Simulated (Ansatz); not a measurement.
# What CdAgCl3 (model cell, started as cubic perovskite with Cd in the octahedra) distorts into, part 3 of 3

Aim: this structure of CdAgCl3 (model cell, started as cubic perovskite with Cd in the octahedra) is to be tested for unstable modes, and one is followed downhill.

Ansatz 0.2.0; DFT PBEsol, scalar-relativistic, plane waves, PAW.

So far. Step 5 (Energy along the mode, all amplitudes (two of the runs …): The lowest of the steps tried is the last one, at 0.6 Å, 96.9 meV/atom below the parent; the bottom of the well need not coincide with a step. Step 7 (The new phase in its own primitive cell): The largest force component left is 0.59 meV/Å and the pressure is 0.001 GPa, within the tolerances set. The cell now holds 27.23 Å³/atom.

The structure was built from a prototype and need not be the compound's stable phase.

**8. Modes of the new phase**

A relaxed structure may still be a saddle point, so its zone-centre modes are computed. The response to a homogeneous field gives the Born charges and the dielectric tensor.

input.yaml reads:

```yaml
crystal:
  lattice:
    - [4.9730379859, 0.0, 0.0]
    - [0.0, 3.6798684071, 3.7204879669]
    - [0.0, -3.6798684071, 3.7204879669]
  atoms:
    - { symbol: Ag, position: [0.0, 0.1284122157, 0.1284122157] }
    - { symbol: Cd, position: [0.5, 0.4616901599, 0.4616901599] }
    - { symbol: Cl, position: [0.5, 0.3673641866, 0.944090618] }
    - { symbol: Cl, position: [0.5, 0.944090618, 0.3673641866] }
    - { symbol: Cl, position: [0.0, 0.4717931902, 0.4717931902] }
kpoints:
  mp_grid: { grid: [6, 6, 6] }
hamiltonian:
  xc: pbesol
scf:
  occupations: { method: fixed }
output:
  eigenvalues: true
phonons:
  method: dfpt
  dielectric: true
  rigid_motions: translations
```

On the command line:

```bash
ansatz run input.yaml --threads 8 --pin off --max-ram 14336MiB --backend cpu --events-out ev --progress --plain --runs-dir out
```

Numbers of over 12 decimals in the logs are rounded to 6 here.

The program printed:

```text
[...]
Crystal: 5 atoms, lattice volume = 136.171 Å³
Basis set: ecut = 420 eV, 2661 PW (Γ), exchange–correlation on 72×72×72 points (8 copies of the dense FFT grid, shifted against one another)
Bands: 36, of which v1, the nominal top of the filled ones, is band 30 counted from 1 (29 counted from 0)
Symmetry: 4 space group operations
k-points: 112 of 216 (irreducible under 1 space group operation, time reversal used)
[...]
SCF iter   1: F=—  HF=-18891.741431 eV  |F-HF|=—  |Δ(HF+E_count)|=         —  Δρ=5.30e-3  dr2=4.43e-2  ethr=1.77e-3  ⟨swp⟩=4.8  Hψ=13877  notcnv=0  defer=444
[...]
SCF iter  11: F=-18891.728323 eV  HF=-18891.728323 eV  |F-HF|=4.37e-11  |Δ(HF+E_count)|=  3.24e-10  Δρ=9.82e-8  dr2=2.41e-11  ethr=1.00e-12  ⟨swp⟩=13.0  Hψ=23897  notcnv=0
SCF 1 converged in 11 iterations: F = -18891.728323 eV  dr2 = 2.41e-11
[...]
NSCF: frozen V_eff on 2 k-points
DFPT response loops at Γ: preconditioner auto → none (the input reference at scf.mixing.eps_inf says where Resta's filter doesn't serve); β = 0.50; Broyden in place of MSR1
── the response to a field inside a basis, on 6×6×6 k-points: an SCF that follows is theirs, and a resumed run solves both again ──
Bands: 31, of which v1, the nominal top of the filled ones, is band 30 counted from 1 (29 counted from 0)
k-points: 36 of 216 (time reversal used)
[...]
Eigensolver: Dense (36 Hₖ)
SCF iter   1: F=—  HF=-18891.687552 eV  |F-HF|=—  |Δ(HF+E_count)|=         —  Δρ=2.90e-4  dr2=1.89e-5  ethr=1.00e-1
[...]
SCF iter   4: F=-18891.687577 eV  HF=-18891.687577 eV  |F-HF|=1.14e-8  |Δ(HF+E_count)|=   2.91e-8  Δρ=3.91e-6  dr2=3.05e-8  ethr=3.02e-10
SCF 1 converged in 4 iterations: F = -18891.687577 eV  dr2 = 3.05e-8
[...]
SCF converged after 11 iterations
Free energy (F): -18891.728323 eV
[...]
Internal energy: -18891.728323 eV  (E = F + TS)
E sigma→0 (E₀):  -18891.728323 eV
Fermi energy:    3.811879 eV
[...]
--- Band table (eV; the first three rows and the last of 112) ---
  k-point 0: bands = [... 26 lower, 2.7223, 3.1676, 3.3687, 3.8025, 5.3243, 6.4985, 10.5153, 11.2781, ... 2 higher]
  k-point 1: bands = [... 26 lower, 2.7566, 3.0235, 3.3959, 3.8034, 5.8363, 6.6873, 10.3739, 11.2504, ... 2 higher]
  k-point 2: bands = [... 26 lower, 2.7792, 2.9109, 3.4068, 3.8038, 6.8754, 7.1555, 9.8880, 11.2924, ... 2 higher]
  k-point 111: bands = [... 26 lower, 3.1666, 3.2690, 3.6485, 3.7809, 7.5657, 9.6207, 9.8145, 10.1534, ... 2 higher]
--- Phonons (Γ-DFPT): 12 representative perturbations + reference, on 112 of 216 k-points (Σ response iterations 39) ---
  k mesh reduced under 1 symmetry operation, with k and −k counted as one. Each operation leaves every solved perturbation unchanged. A smaller set is not considered because the run solves the response to a homogeneous field
  ASR residual: 7.785e-5 → 0.000e0 eV/Å²; symmetrization residual: 2.648e-5 eV/Å²
  ASR residual per site (eV/Å²): 7.78e-5 3.63e-5 7.68e-5 7.68e-5 3.11e-5
[...]
ε∞ (high-frequency dielectric tensor):
        4.108523    -0.000000     0.000000
       -0.000000     3.814799     0.000000
        0.000000     0.000000     3.428687
  softest optical mode at Γ: -62.23 cm⁻¹; the repairs (sum rule, projections) moved no ω² at Γ by more than (1.91 cm⁻¹)²
  Born effective charges Z* (e; rows j = field, columns β = displacement):
    site 0:
         1.77464   -0.00000    0.00000
        -0.00000    1.20288    0.00000
         0.00000   -0.00000    0.92872
    site 1:
         2.62912   -0.00000    0.00000
        -0.00000    2.73288    0.00000
         0.00000    0.00000    2.56357
    site 2:
        -1.15843    0.00000   -0.00000
         0.00000   -1.62964    0.73745
        -0.00000    0.70229   -1.29196
    site 3:
        -1.15843    0.00000    0.00000
         0.00000   -1.62964   -0.73745
         0.00000   -0.70229   -1.29196
    site 4:
        -2.08689    0.00000   -0.00000
         0.00000   -0.67649   -0.00000
        -0.00000   -0.00000   -0.90837
  Z* charge neutrality: 3.761e-3 e pre-enforcement
  solved inside a basis spanned on kpoints, on 6×6×6 k-points, its susceptibility summed on 8×8×8: ε∞ is read to err by 1.7e-2, Z* by 2.4e-2 e (field_mesh: kpoints solves on kpoints); Z* is corrected for what the basis lacks
  optical modes at Γ without the LO–TO term, one row a degenerate level:
      ω (cm⁻¹)  modes    IR ((D/Å)²/amu)
        -62.23      1             0.0000
        -55.16      1             1.4905
        -30.40      1             1.3305
        -14.57      1             0.0207
         30.75      1             0.4914
         70.72      1             0.7130
         87.64      1             2.0415
         96.19      1             1.9066
        160.37      1             1.0566
        209.46      1             4.0804
        254.09      1             1.4301
        312.74      1             3.3012
  optical modes at Γ + LO–TO along q̂ = [1.0000, 0.0000, 0.0000]:
      ω (cm⁻¹)  modes    IR ((D/Å)²/amu)
        -62.23      1             0.0000
        -55.16      1             1.4905
        -14.57      1             0.0207
         30.75      1             0.4914
         35.27      1             0.2068
         70.72      1             0.7130
         96.19      1             1.9066
        129.08      1             2.2845
        160.37      1             1.0566
        209.46      1             4.0804
[...]
optical modes at Γ + LO–TO along q̂ = [0.0000, 1.0000, 0.0000]:
      ω (cm⁻¹)  modes    IR ((D/Å)²/amu)
[...]
optical modes at Γ + LO–TO along q̂ = [0.0000, 0.0000, 1.0000]:
      ω (cm⁻¹)  modes    IR ((D/Å)²/amu)
        -62.23      1             0.0000
        -55.16      1             1.4905
        -30.40      1             1.3305
        -14.57      1             0.0207
         43.01      1             0.0751
         70.72      1             0.7130
         87.64      1             2.0415
        123.70      1             0.7395
        179.33      1             1.5471
        209.46      1             4.0804
        271.08      1             2.5230
        312.74      1             3.3012
```

Wall time 1.8 min (8 threads of Arm Neoverse V2, shared host); peak memory 2.4 GiB.

This step gave:

| Item | Value |
| --- | --- |
| sum-rule residual before enforcement | 7.78e-5 eV/Å² |
| miss of the charge sum rule | 0.003761 e |
| estimated error of the dielectric tensor | 0.01661 |
| estimated error of the Born charges | 0.02400 e |
| point group | mm2 |
| highest optical mode at the zone centre (no LO-TO term) | 312.7 cm⁻¹ |
| lowest optical zone-centre mode | -62.23 cm⁻¹ |
| mean high-frequency dielectric constant | 3.784 |
| largest Born charge (third of the trace) | 2.642 e |
| top of the zone-centre spectrum with the field | 334.8 cm⁻¹ |

Without the LO-TO term. Patterns of degenerate modes are one choice out of their space. Modes at Γ, with each element's share of the kinetic energy (negative means imaginary):

| mode | frequency (cm⁻¹) | symmetry | Ag % | Cd % | Cl % |
| --- | --- | --- | --- | --- | --- |
| 1 | -62.2 | A2 | 0 | 0 | 100 |
| 2 | -55.2 | B2 | 23 | 2 | 75 |
| 3 | -30.4 | B1 | 67 | 13 | 21 |
| 4 | -14.6 | B2 | 41 | 23 | 36 |
| 5 | 0.0 | acoustic | 33 | 34 | 33 |
| 6 | 0.0 | acoustic | 33 | 34 | 33 |
| 7 | 0.0 | acoustic | 33 | 34 | 33 |
| 8 | 30.8 | A1 | 32 | 51 | 17 |
| 9 | 70.7 | B2 | 3 | 29 | 68 |
| 10 | 87.6 | B1 | 0 | 36 | 64 |
| 11 | 96.2 | A1 | 8 | 11 | 81 |
| 12 | 160.4 | A1 | 26 | 0 | 74 |
| 13 | 209.5 | B2 | 0 | 12 | 88 |
| 14 | 254.1 | A1 | 1 | 4 | 96 |
| 15 | 312.7 | B1 | 0 | 17 | 83 |

Displacements in mode 1 (-62.2 cm⁻¹), the largest set to 1:
```
Ag1  0.00  0.00  0.00
Cd2  0.00  0.00  0.00
Cl3  1.00  0.00  0.00
Cl4 -1.00  0.00  0.00
Cl5  0.00  0.00  0.00
```

Displacements in mode 2 (-55.2 cm⁻¹), the largest set to 1:
```
Ag1  0.00 -0.32  0.00
Cd2  0.00 -0.08  0.00
Cl3  0.00  0.12 -0.05
Cl4  0.00  0.12  0.05
Cl5  0.00  1.00  0.00
```

Optical modes at the zone centre, without and with the macroscopic field of the longitudinal modes; each column is sorted by frequency, so a row need not hold one and the same mode. Modes with and without the field, by row:

| rank among optical modes | no field (cm⁻¹) | q along (1, 0, 0) (cm⁻¹) | q along (0, 1, 0) (cm⁻¹) | q along (0, 0, 1) (cm⁻¹) |
| --- | --- | --- | --- | --- |
| 1 | -62.2 | -62.2 | -62.2 | -62.2 |
| 2 | -55.2 | -55.2 | -30.4 | -55.2 |
| 3 | -30.4 | -14.6 | -20.4 | -30.4 |
| 4 | -14.6 | 30.8 | 17 | -14.6 |
| 5 | 30.8 | 35.3 | 30.8 | 43 |
| 6 | 70.7 | 70.7 | 87.6 | 70.7 |
| 7 | 87.6 | 96.2 | 90.5 | 87.6 |
| 8 | 96.2 | 129.1 | 96.2 | 123.7 |
| 9 | 160.4 | 160.4 | 160.4 | 179.3 |
| 10 | 209.5 | 209.5 | 251.9 | 209.5 |
| 11 | 254.1 | 254.1 | 254.1 | 271.1 |
| 12 | 312.7 | 334.8 | 312.7 | 312.7 |

Born charge (rows field, columns displacement) (e), principal values of the symmetric part by kind of site:

| atom | atoms with these values | low | middle | high | mean |
| --- | --- | --- | --- | --- | --- |
| Ag1 | 1 | 0.93 | 1.20 | 1.77 | 1.30 |
| Cd2 | 1 | 2.56 | 2.63 | 2.73 | 2.64 |
| Cl3 | 2 | -2.20 | -1.16 | -0.72 | -1.36 |
| Cl5 | 1 | -2.09 | -0.91 | -0.68 | -1.22 |

In full for Cl5:

```
-2.09  0.00  0.00
 0.00 -0.68  0.00
 0.00  0.00 -0.91
```

High-frequency dielectric tensor:

```
4.11 0.00 0.00
0.00 3.81 0.00
0.00 0.00 3.43
```

Transverse modes; imaginary modes are left out. Infrared lines, with heights relative to the strongest:

| position (cm⁻¹) | label | relative intensity |
| --- | --- | --- |
| 31 | A1 | 12 |
| 71 | B2 | 17 |
| 88 | B1 | 50 |
| 96 | A1 | 47 |
| 160 | A1 | 26 |
| 210 | B2 | 100 |
| 254 | A1 | 35 |
| 313 | B1 | 81 |

Before it was imposed, the acoustic sum rule was missed by 7.8e-5 eV/Å² and the charge sum rule by 0.0038 e. Small misses are needed for a sound result but don't prove that mesh and cutoff are converged. The lowest optical mode is imaginary, 62.2i cm⁻¹, so the energy falls along it.

**9. The phases reached**

The phases reached along the modes that were followed are set side by side.

Energies are those of the first relaxation, on the mesh of the frozen mode; space group, volume and gap are those of the last relaxation. Phases, by row:

| mode frozen in | space group | energy from parent (meV/atom) | volume (Å³/atom) | gap on mesh (eV) | lowest zone-centre optical mode (cm⁻¹) | largest shift (Å) |
| --- | --- | --- | --- | --- | --- | --- |
| parent | Pm-3m | 0 | 25.89 | 1.121 | – | – |
| q = (-0.5, -0.5, -0.5), 126i cm⁻¹ | I4/mcm | -179.8 | 23.84 | 1.81 | -119.6 | 0.911 |
| q = (-0.5, -0.5, -0.5), 126i cm⁻¹ | R-3c | -325.6 | 23.32 | 1.642 | -26.9 | 0.919 |
| q = (-0.5, -0.5, -0.5), 126i cm⁻¹ | Imma | -311.3 | 23.09 | 1.508 | -52.2 | 1.119 |
| q = (0, -0.5, -0.5), 126i cm⁻¹ | P4/mbm | -176.8 | 23.86 | 1.76 | -82.6 | 0.905 |
| q = (0, 0, 0), 95i cm⁻¹ | P4/mmm | -205.4 | 28.03 | 0.177 | -16.3 | 2.01 |
| q = (0, 0, 0), 95i cm⁻¹ | R3m | -154.9 | 28.49 | 1.109 | -27.8 | 1.189 |
| q = (0, 0, 0), 95i cm⁻¹ | Amm2 | -153.5 | 27.23 | 1.512 | -62.2 | 1.146 |

**10. Outcome**

```
unstable mode of the parent                                                      : q = (0, 0, 0), 95i cm⁻¹
depth at the lowest point sampled                                                : 96.9 meV/atom
largest atomic shift at that point                                               : 0.6 Å
space group reached (within 0.01 Å)                                              : Amm2
energy gained over the parent (first relaxation, on the mesh of the frozen mode) : 153 meV/atom
volume per atom, phase reached                                                   : 27.2 Å³
gap on the k-mesh, phase reached                                                 : 1.51 eV
lowest optical zone-centre mode, phase reached                                   : -62.2 cm⁻¹
highest optical mode at the zone centre (no LO-TO term), phase reached           : 313 cm⁻¹
```

In words: Along this mode the structure falls into Amm2, 153 meV/atom below the parent. At the parent's cell the well is 96.87 meV/atom deep on the steps tried, with its lowest point at a shift of 0.6 Å. That is the last step tried, so the steps alone don't bracket the bottom of the well. Relaxing atoms and cell changes the gain by +56.62 meV/atom against the lowest step (energies at zero smearing). The new phase still has an imaginary mode at the zone centre of its cell, so it is a saddle point on the way to a lower structure. Of the 7 patterns followed to their end from this parent, this one ends 172 meV/atom above the lowest, R-3c. Each path keeps the symmetry of its pattern, so a lower phase may lie along a pattern not tried. The starting cell was built on a prototype and not taken from a measurement, so the phase need not exist.

[Logs are printed without paths, hosts, clocks, repeated set-up lines and the standing remarks that a program may print on its own settings, such as how far it seeks lower states.]

[Hosts, paths, dates, database ids (printed as entryN), source tags and the programs' standing remarks are cut or masked in the printed files.]
